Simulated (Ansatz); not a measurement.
Planning a run of Ansatz 0.2.0 on KBr (Fm-3m). The input:

```yaml
crystal:
  lattice:
    - [0.0, 3.3, 3.3]
    - [3.3, 0.0, 3.3]
    - [3.3, 3.3, 0.0]
  atoms:
    - { symbol: K, position: [0.0, 0.0, 0.0] }
    - { symbol: Br, position: [0.5, 0.5, 0.5] }
  host: atoms
kpoints:
  mp_grid: { grid: [4, 4, 4] }
  band_path:
    path:
      - [0.0, 0.0, 0.0]
      - [0.5, 0.0, 0.5]
      - [0.625, 0.25, 0.625]
      - [0.375, 0.375, 0.75]
      - [0.5, 0.5, 0.5]
      - [0.5, 0.25, 0.75]
    npoints: 1
hamiltonian:
  xc:
    exchange: pbe
    correlation: pbe
    exx: { coeff: inverse_dielectric }
scf:
  occupations: { method: fixed }
  n_extra_bands: 4
output:
  eigenvalues: true
```

```sh
ansatz run input.yaml --threads 3 --pin off --max-ram 92160MiB --backend cuda --events-out ev --progress --plain --runs-dir out --devices 1 --max-vram 13GiB
```

**Question.** Estimate wall time and host memory on 1 × NVIDIA H100 80GB HBM3 (shared by 6 runs) with 3 threads of AMD EPYC 7R13 (Zen 3), shared host.

It took 20 s; on shared hardware allow 9.9 s to 40 s. Peak host memory was 1.1 GiB. The sizes that set the cost: 1411 plane waves a state, 8 irreducible k points and 12 SCF cycles.

Exact exchange couples every pair of k points and filled bands, so it costs far more than a semilocal run.

[Paths, hosts, dates, memory and timing lines, banners, echoed tables and standing remarks are left out of the program output.]

[Logs are printed without paths, hosts, clocks, repeated set-up lines and the standing remarks that a program may print on its own settings, such as how far it seeks lower states.]

[Runs of the session that timed out or met a known fault of the program may be left out.]

[Cells called generated may have been cut or substituted from an entry of the Crystallography Open Database or the Materials Project.]

[Hosts, paths, dates, database ids (printed as entryN), source tags and the programs' standing remarks are cut or masked in the printed files.]
